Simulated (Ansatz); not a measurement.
# BiPd (P6_3/mmc): phonon-mediated transition temperature

What Tc do the phonons of BiPd (P6_3/mmc) give, and how does it depend on μ*? The cell shown first is a relaxed one, from steps not shown here.

Main program and level: Ansatz 0.2.0; DFT PBEsol, scalar-relativistic, plane waves, PAW.

### Step 1. The cell after earlier relaxation steps

It takes space group P6_3/mmc (No. 194, hexagonal). Conventional cell: a = 4.258 Å, b = 4.258 Å, c = 5.625 Å, α = 90.00°, β = 90.00°, γ = 120.00°. Nearest to Bi lie 6 Pd at 2.83 Å. Nearest to Pd lie 2 Pd at 2.81 Å and 6 Bi at 2.83 Å. Farther neighbours are not listed.

As a file:

```cif
data_structure
_symmetry_space_group_name_H-M 'P6_3/mmc'
_symmetry_Int_Tables_number 194
_cell_length_a 4.2577
_cell_length_b 4.2577
_cell_length_c 5.6248
_cell_angle_alpha 90.000
_cell_angle_beta 90.000
_cell_angle_gamma 120.000
_cell_volume 88.30
loop_
_atom_site_label
_atom_site_type_symbol
_atom_site_symmetry_multiplicity
_atom_site_Wyckoff_symbol
_atom_site_fract_x
_atom_site_fract_y
_atom_site_fract_z
_atom_site_occupancy
Bi1 Bi 2 c 0.33333 0.66667 0.25000 1
Pd1 Pd 2 a 0.00000 0.00000 0.00000 1
```

### Step 2. Electron–phonon run: q 3×3×2, k 6×6×4, scattering 8×8×8

The run that gives the couplings also evaluates McMillan's and Allen and Dynes's formulas and, where asked, the Eliashberg equations, over a range of μ*.

input.yaml reads:

```yaml
crystal:
  lattice:
    - [4.2576542658, 0.0, 0.0]
    - [-2.1288271329, 3.6872367547, 0.0]
    - [0.0, 0.0, 5.6248278959]
  atoms:
    - { symbol: Bi, position: [0.3333333333, 0.6666666667, 0.25] }
    - { symbol: Bi, position: [0.6666666667, 0.3333333333, 0.75] }
    - { symbol: Pd, position: [0.0, 0.0, 0.0] }
    - { symbol: Pd, position: [0.0, 0.0, 0.5] }
kpoints:
  mp_grid: { grid: [6, 6, 4] }
hamiltonian:
  xc: pbesol
scf:
  occupations: { method: methfessel_paxton, width: 0.2 }
output:
  eigenvalues: true
phonons:
  method: dfpt
  qmesh: [3, 3, 2]
  temperatures: { t_max: 1000, t_step: 50 }
  qpath:
    path:
      - [[0.0, 0.0, 0.0], [0.5, 0.0, 0.0], [0.33333333, 0.33333333, 0.0], [0.0, 0.0, 0.0], [0.0, 0.0, 0.5], [0.5, 0.0, 0.5], [0.33333333, 0.33333333, 0.5], [0.0, 0.0, 0.5]]
      - [[0.5, 0.0, 0.5], [0.5, 0.0, 0.0]]
      - [[0.33333333, 0.33333333, 0.5], [0.33333333, 0.33333333, 0.0]]
    npoints: 10
  electrical_resistivity:
    mesh: [8, 8, 8]
    temperatures: [20.0, 50.0, 80.0, 100.0, 150.0, 200.0, 273.0, 300.0, 400.0, 500.0, 600.0, 800.0]
  superconductivity: { mesh: [8, 8, 8] }
```

On the command line:

```
> ansatz run input.yaml --threads 8 --pin off --max-ram 16384MiB --backend cpu --events-out ev --progress --plain --runs-dir out
```

Numbers of over 12 decimals in the logs are rounded to 6 here.

The log of the run:

```text
Warning: phonons: the dynamical matrix that this run interpolates holds no multipole term above the dipole-dipole one, and a site of this crystal is no centre of inversion, so its interpolated transverse optical and acoustic branches and sound speeds can stay off near Gamma, and the density of states and the thermodynamics with them. What a run solves at a wave vector of phonons.qpoints, Gamma apart, where the deck admits one, is free of this, and under fd what a larger phonons.supercell samples
Engine: ansatz 0.2.0, aarch64-unknown-linux-gnu
Pseudopotentials: kind: paw
Pseudopotential: Bi, paw, valence charge 15, recommended cutoff 420 eV (normal), Bi.paw.azcp
Pseudopotential: Pd, paw, valence charge 18, recommended cutoff 420 eV (normal), Pd.paw.azcp
Functional definition: PBEsol
  exchange = pbesol_x
  correlation = pbesol_c
Crystal: 4 atoms, lattice volume = 88.304 Å³
Basis set: ecut = 420 eV, 1741 PW (Γ), exchange–correlation on 60×60×80 points (8 copies of the dense FFT grid, shifted against one another)
Bands: 40, of which v1, the nominal top of the filled ones, is band 33 counted from 1 (32 counted from 0)
Symmetry: 24 space group operations
k-points: 21 of 144
Non-local potential: Bi, projectors of the file, l = 0: 2, l = 1: 2, l = 2: 2, l = 3: 2
Non-local potential: Pd, projectors of the file, l = 0: 2, l = 1: 2, l = 2: 2, l = 3: 1
PAW form: soft (Blöchl's): semilocal exchange-correlation on the pseudo side does not see the compensation charge
PAW frozen core: Bi, regenerated for the run's functional, and the local potential with it (the file was generated under x = pbe(κ = 0.804, μ = 0.219515), c = pbe(β = 0.066725))
PAW frozen core: Pd, regenerated for the run's functional, and the local potential with it (the file was generated under x = pbe(κ = 0.804, μ = 0.219515), c = pbe(β = 0.066725))
PAW one-centre angular grid: Bi, 590 points (default); XC on 64 Gauss nodes
PAW one-centre angular grid: Pd, 590 points (default); XC on 64 Gauss nodes
Initial density: superposition of atomic densities (neutral atoms: chi_scale 0, normalization atom), corrected by the library's trained network
Initial wavefunctions: pseudopotential atomic-orbital guess
Functional: x = pbesol(κ = 0.804, μ = 0.123457), c = pbesol(β = 0.046)
SCF iter   1: F=—  HF=-38298.614439 eV  |F-HF|=—  |Δ(HF+E_count)|=         —  Δρ=8.27e-3  dr2=7.38e-2  ethr=1.77e-3  ⟨swp⟩=6.2  Hψ=3284  notcnv=0
preconditioner: auto → LDOS  [metal: Δε(μ)=0.118 eV  Ē_g=15.823 eV  σ=0.200 eV  W_gap=0.46  n_scr=22 (ndim 8)  ℏωp=27.9 eV  f_vac=0.015  D(μ)=2.19/eV (n_scr^D=20)  β→1.0]
SCF iter   2: F=—  HF=-38298.609550 eV  |F-HF|=—  |Δ(HF+E_count)|=   4.89e-3  S|Δr|=    0.00e0  Δρ=6.46e-3  dr2=3.14e-2  ethr=1.12e-4  ⟨swp⟩=2.0  Hψ=1648  notcnv=0
SCF iter   3: F=—  HF=-38298.601847 eV  |F-HF|=—  |Δ(HF+E_count)|=   7.70e-3  S|Δr|=    0.00e0  Δρ=8.08e-4  dr2=6.62e-4  ethr=4.76e-5  ⟨swp⟩=2.0  Hψ=1441  notcnv=0
SCF iter   4: F=—  HF=-38298.601743 eV  |F-HF|=—  |Δ(HF+E_count)|=   1.04e-4  S|Δr|=    0.00e0  Δρ=6.91e-5  dr2=4.78e-6  ethr=1.00e-6  ⟨swp⟩=2.0  Hψ=1006  notcnv=0
SCF iter   5: F=—  HF=-38298.601769 eV  |F-HF|=—  |Δ(HF+E_count)|=   2.58e-5  S|Δr|=    0.00e0  Δρ=1.49e-5  dr2=1.93e-7  ethr=7.24e-9  ⟨swp⟩=2.1  Hψ=1146  notcnv=0
SCF iter   6: F=—  HF=-38298.601769 eV  |F-HF|=—  |Δ(HF+E_count)|=   4.04e-8  S|Δr|=    0.00e0  Δρ=3.33e-6  dr2=5.72e-9  ethr=2.92e-10  ⟨swp⟩=2.0  Hψ=1319  notcnv=0
SCF iter   7: F=—  HF=-38298.601769 eV  |F-HF|=—  |Δ(HF+E_count)|=   1.54e-9  S|Δr|=    0.00e0  Δρ=6.40e-7  dr2=3.54e-10  ethr=8.67e-12  ⟨swp⟩=2.0  Hψ=1222  notcnv=0
SCF iter   8: F=-38298.601769 eV  HF=-38298.601769 eV  |F-HF|=1.46e-11  |Δ(HF+E_count)|=  7.28e-12  S|Δr|=    0.00e0  Δρ=1.41e-7  dr2=9.48e-12  ethr=1.00e-12  ⟨swp⟩=9.7  Hψ=5269  notcnv=0
SCF 1 converged in 8 iterations: F = -38298.601769 eV  dr2 = 9.48e-12
  greatest PAW one-centre occupation: 0.999 electrons in one spin orbital (limit 2), on the Pd atom at site 2 (counted from 0), in its partial waves of l = 0
Initial density: read from a saved state, or passed on in memory by an earlier SCF of this step, an earlier step, the calling program or the single point that the run made first
iter 1 solved again at ethr=4.89e-8 eV; its pass at ethr=3.10e-3 eV (dr2=3.23e-5 eV) is discarded
SCF iter   1: F=—  HF=-38298.601789 eV  |F-HF|=—  |Δ(HF+E_count)|=         —  Δρ=3.85e-7  dr2=4.83e-11  ethr=4.89e-8  ⟨swp⟩=3.9  Hψ=5823  notcnv=0
eigensolver tolerance schedule: the retry pair's looser diagonalisation over-reported the residual by 668491.43 of it (diagonalisation noise at an unbounded share of the residual, at the tolerance the schedule requests for it); recorded, not acted on — ethr = c·dr2/N_el stays at c = 1.0e-1
preconditioner: auto → LDOS  [metal: Δε(μ)=0.118 eV  Ē_g=15.849 eV  σ=0.200 eV  W_gap=0.47  n_scr=22 (ndim 8)  ℏωp=27.9 eV  f_vac=0.013  D(μ)=2.23/eV (n_scr^D=20)  β→1.0]
SCF iter   2: F=—  HF=-38298.601769 eV  |F-HF|=—  |Δ(HF+E_count)|=   2.02e-5  S|Δr|=    0.00e0  Δρ=4.44e-7  dr2=6.30e-11  ethr=1.00e-12  ⟨swp⟩=4.0  Hψ=2447  notcnv=0
SCF iter   3: F=-38298.601769 eV  HF=-38298.601769 eV  |F-HF|=7.28e-12  |Δ(HF+E_count)|=  2.91e-11  S|Δr|=    0.00e0  Δρ=1.77e-7  dr2=8.16e-12  ethr=1.00e-12  ⟨swp⟩=3.9  Hψ=3062  notcnv=0
SCF 2 converged in 3 iterations: F = -38298.601769 eV  dr2 = 8.16e-12
  greatest PAW one-centre occupation: 0.999 electrons in one spin orbital (limit 2), on the Pd atom at site 3 (counted from 0), in its partial waves of l = 0
phonons: the bands overlap, so this run is a metal and interpolates without the dipole-dipole term. If the crystal is really an insulator or semiconductor, its LO-TO splitting is missing
NSCF: frozen V_eff on 21 k-points
NSCF: frozen V_eff on 47 k-points
DFPT response loops at q = (0, 0, 0) (fractional): preconditioner auto → Kerker (q_TF=auto, 2.599 Å⁻¹) (partly filled bands, converged f_vac=0.013); β = 1.00, the filter's whole step (`scf.mixing.beta` (0.50) is not read by the response loops under this deck's `scf.mixing.preconditioner`; to damp them name `kerker` or `kerker_dos`, under which they read `scf.mixing.beta`, and type it under 1.00, their step now; both keys bind the ground state too); Broyden in place of MSR1
NSCF: frozen V_eff on 94 k-points
DFPT response loops at q = (0, 0, -0.5) (fractional): mixed as the last ones told, above
NSCF: frozen V_eff on 168 k-points
DFPT response loops at q = (0, 0.333333, 0) (fractional): mixed as the last ones told, above
NSCF: frozen V_eff on 168 k-points
DFPT response loops at q = (0, 0.333333, -0.5) (fractional): mixed as the last ones told, above
NSCF: frozen V_eff on 156 k-points
[...]
mean free path at 20 K (of a tensor a third of its trace): 887 nm by what each carries, 698 by the Fermi surface alone
  Hall coefficient in a weak field at 20 K (a third of the trace): -1.126e-10 m³/C (how far it moves between the two finest meshes is not known); by each state's relaxation time: -1.125e-10 m³/C; by a constant relaxation time: -1.100e-10 m³/C
  mean free path at 50 K (of a tensor a third of its trace): 88.9 nm by what each carries, 77.6 by the Fermi surface alone
  Hall coefficient in a weak field at 50 K (a third of the trace): -1.130e-10 m³/C (how far it moves between the two finest meshes is not known); by each state's relaxation time: -1.132e-10 m³/C; by a constant relaxation time: -1.090e-10 m³/C
  mean free path at 80 K (of a tensor a third of its trace): 41.7 nm by what each carries, 37.5 by the Fermi surface alone
  Hall coefficient in a weak field at 80 K (a third of the trace): -1.129e-10 m³/C (how far it moves between the two finest meshes is not known); by each state's relaxation time: -1.137e-10 m³/C; by a constant relaxation time: -1.091e-10 m³/C
  mean free path at 100 K (of a tensor a third of its trace): 30.9 nm by what each carries, 28.1 by the Fermi surface alone
  Hall coefficient in a weak field at 100 K (a third of the trace): -1.131e-10 m³/C (how far it moves between the two finest meshes is not known); by each state's relaxation time: -1.141e-10 m³/C; by a constant relaxation time: -1.093e-10 m³/C
  mean free path at 150 K (of a tensor a third of its trace): 19.1 nm by what each carries, 17.5 by the Fermi surface alone
  Hall coefficient in a weak field at 150 K (a third of the trace): -1.139e-10 m³/C (how far it moves between the two finest meshes is not known); by each state's relaxation time: -1.151e-10 m³/C; by a constant relaxation time: -1.098e-10 m³/C
  mean free path at 200 K (of a tensor a third of its trace): 14.0 nm by what each carries, 12.8 by the Fermi surface alone
  Hall coefficient in a weak field at 200 K (a third of the trace): -1.145e-10 m³/C (how far it moves between the two finest meshes is not known); by each state's relaxation time: -1.157e-10 m³/C; by a constant relaxation time: -1.102e-10 m³/C
  mean free path at 273 K (of a tensor a third of its trace): 10.1 nm by what each carries, 9.25 by the Fermi surface alone
  Hall coefficient in a weak field at 273 K (a third of the trace): -1.148e-10 m³/C (how far it moves between the two finest meshes is not known); by each state's relaxation time: -1.161e-10 m³/C; by a constant relaxation time: -1.103e-10 m³/C
  mean free path at 300 K (of a tensor a third of its trace): 9.20 nm by what each carries, 8.39 by the Fermi surface alone
  Hall coefficient in a weak field at 300 K (a third of the trace): -1.149e-10 m³/C (how far it moves between the two finest meshes is not known); by each state's relaxation time: -1.161e-10 m³/C; by a constant relaxation time: -1.103e-10 m³/C
  mean free path at 400 K (of a tensor a third of its trace): 6.88 nm by what each carries, 6.26 by the Fermi surface alone
  Hall coefficient in a weak field at 400 K (a third of the trace): -1.146e-10 m³/C (how far it moves between the two finest meshes is not known); by each state's relaxation time: -1.158e-10 m³/C; by a constant relaxation time: -1.098e-10 m³/C
  mean free path at 500 K (of a tensor a third of its trace): 5.51 nm by what each carries, 5.00 by the Fermi surface alone
  Hall coefficient in a weak field at 500 K (a third of the trace): -1.137e-10 m³/C (how far it moves between the two finest meshes is not known); by each state's relaxation time: -1.148e-10 m³/C; by a constant relaxation time: -1.086e-10 m³/C
  mean free path at 600 K (of a tensor a third of its trace): 4.60 nm by what each carries, 4.16 by the Fermi surface alone
  Hall coefficient in a weak field at 600 K (a third of the trace): -1.124e-10 m³/C (how far it moves between the two finest meshes is not known); by each state's relaxation time: -1.135e-10 m³/C; by a constant relaxation time: -1.070e-10 m³/C
  mean free path at 800 K (of a tensor a third of its trace): 3.46 nm by what each carries, 3.11 by the Fermi surface alone
  Hall coefficient in a weak field at 800 K (a third of the trace): -1.088e-10 m³/C (how far it moves between the two finest meshes is not known); by each state's relaxation time: -1.097e-10 m³/C; by a constant relaxation time: -1.025e-10 m³/C
  the resistivity times a path that all electrons share, by the Fermi surface of the deck's mesh alone (a third of the trace): 1.046e-15 Ω·m²
  not converged in the mesh (λ; λ_tr; the resistivity at 20 K by 47.69 %; the resistivity at 50 K by 58.23 %; the resistivity at 80 K by 58.51 %; the resistivity at 100 K by 58.42 %; the resistivity at 150 K by 58.16 %; the resistivity at 200 K by 58.01 %; the resistivity at 273 K by 58.03 %; the resistivity at 300 K by 58.09 %; the resistivity at 400 K by 58.55 %; the resistivity at 500 K by 59.27 %; the resistivity [...]
  vibrations of 18 cells: unjudged by the run; compare a larger repeat
  the changes of the potential over all sites missed a rigid shift's by 0.00 % (the site terms' by 0.04 %)
  at the force constants' own smearing the fine mesh and the k-points of their solves give squared frequencies that differ by 9.2 % of the larger at the most, at (0, 0, -0.5)
--- Superconductivity: potentials and phonons of a 3×3×2 supercell ---
           mesh         λ    ħω_log (meV)  μ* declared at (meV)
          8×8×8    0.4585           8.313               10.287
          4×4×4    0.4447           8.549               10.346
  λ by the species' shares of the modes' patterns: Bi 0.2717, Pd 0.1867
  with the Fermi level up to 24.2 meV (the hardest mode) off, states and modes as they are: density of states 0.9893 to 0.9988 /eV of one spin and cell, λ 0.4584 to 0.4632
  transition temperature on the deck's mesh (K), isotropic and anisotropic, restricted to the Fermi surface (FSR) and over the full bandwidth (FBW), and the last with the density of states resolved in a narrower window:
        μ*   McMillan   Allen–Dynes      iso. FSR      iso. FBW    aniso. FSR    aniso. FBW  narrow window
      0.08      1.131         1.156         1.042         1.044         1.123         1.131          1.131
      0.10      0.812         0.828         0.725         0.726         0.798         0.804          0.804
      0.12      0.551         0.561         0.478         0.479         0.541         0.546          0.546
      0.13      0.442         0.450         0.379         0.380         0.437         0.441          0.441
      0.14      0.348         0.354         0.295         0.296         0.348         0.351          0.351
      0.16      0.200         0.203         0.168         0.169         0.209         0.211          0.211
      0.20      0.043         0.044    none_found    none_found    none_found    none_found     none_found
  none_found: no transition down to 0.1 K
  isotope coefficients −∂ln Tc/∂ln M under μ* = 0.13, the force constants as they are, of the isotropic transitions restricted to the Fermi surface and over the full bandwidth: Bi 0.206 and 0.206, Pd 0.091 and 0.091
  gaps at the Fermi level over the full bandwidth under μ* = 0.1, 0.201 K: 0.071 to 0.206 meV
  gaps at the Fermi level over the full bandwidth under μ* = 0.13, 0.110 K: 0.035 to 0.119 meV
  gaps at the Fermi level over the full bandwidth under μ* = 0.16, 0.053 K: 0.014 to 0.060 meV
  not converged in the mesh (λ): between neighbouring meshes, the two finest first, λ moves by 3.01 % and the anisotropic transition temperature over the full bandwidth at μ* = 0.13 by 1.00 %; converged means that the two finest part by at most 2.00 % and 5.00 %
  vibrations of 18 cells: unjudged by the run; compare a larger repeat
  the changes of the potential over all sites missed a rigid shift's by 0.00 % (the site terms' by 0.04 %)
  at the force constants' own smearing the fine mesh and the k-points of their solves give squared frequencies that differ by 9.2 % of the larger at the most, at (0, 0, -0.5)
[key lines of the parts left out:]
SCF converged after 8 iterations
Free energy (F): -38298.601769 eV
Fermi energy:    14.807605 eV
```

Wall time 8.3 min (8 threads of Arm Neoverse V2, shared host); peak memory 7.4 GiB.

Reading the cycles: dr2 is the Hartree energy of the density residual (eV), the measure of convergence; HF is the Harris–Foulkes estimate of the energy, which meets the free energy F at convergence.

Numbers from this step:

* volume per atom: 22.08 Å³
* metallic on mesh: yes
* gap on the k-mesh: 0 eV
* zero point energy: 0.07402 eV/cell
* share of imaginary modes in the plain interpolation between solved wavevectors: 0
* highest frequency, solved or plainly interpolated: 193.3 cm⁻¹
* Debye temperature (second moment): 199 K
* resistivity at 300 K: 12.47 μΩ cm, mean of the axes
* coupling constant λ: 0.4585
* density of states at the Fermi level: 0.9894 states/eV a spin and cell
* log mean phonon energy ħω_log: 8.313 meV
* transport coupling constant λ_tr: 0.465, 0.465, 0.4924 (xx, yy, zz)
* Drude plasma energy: 6.639, 6.639, 6.744 eV (xx, yy, zz)
* resistivity times mean free path: 10.97, 10.97, 9.444 × 10⁻¹⁶ Ω m² (xx, yy, zz)
* second-moment phonon energy ħω₂: 10.29 meV

An empty cell: under 1 mK by a formula, or no transition down to the floor of the Eliashberg search. Transition temperatures:

```tsv
μ*	McMillan Tc (K)	Allen–Dynes Tc (K)	isotropic Fermi-surface Tc (K)	isotropic full bandwidth Tc (K)	anisotropic Fermi-surface Tc (K)	anisotropic full bandwidth Tc (K)	anisotropic narrow window Tc (K)
0.08	1.13	1.16	1.04	1.04	1.12	1.13	1.13
0.1	0.812	0.828	0.725	0.726	0.798	0.804	0.804
0.12	0.551	0.561	0.478	0.479	0.541	0.546	0.546
0.13	0.442	0.45	0.379	0.38	0.437	0.441	0.441
0.14	0.348	0.354	0.295	0.296	0.348	0.351	0.351
0.16	0.2	0.203	0.168	0.169	0.209	0.211	0.211
0.2	0.0435	0.044	-	-	-	-	-
```

(Part 1 of 2 ends here.)

[Logs are printed without paths, hosts, clocks, repeated set-up lines and the standing remarks that a program may print on its own settings, such as how far it seeks lower states.]

[Hosts, paths, dates, database ids (printed as entryN), source tags and the programs' standing remarks are cut or masked in the printed files.]
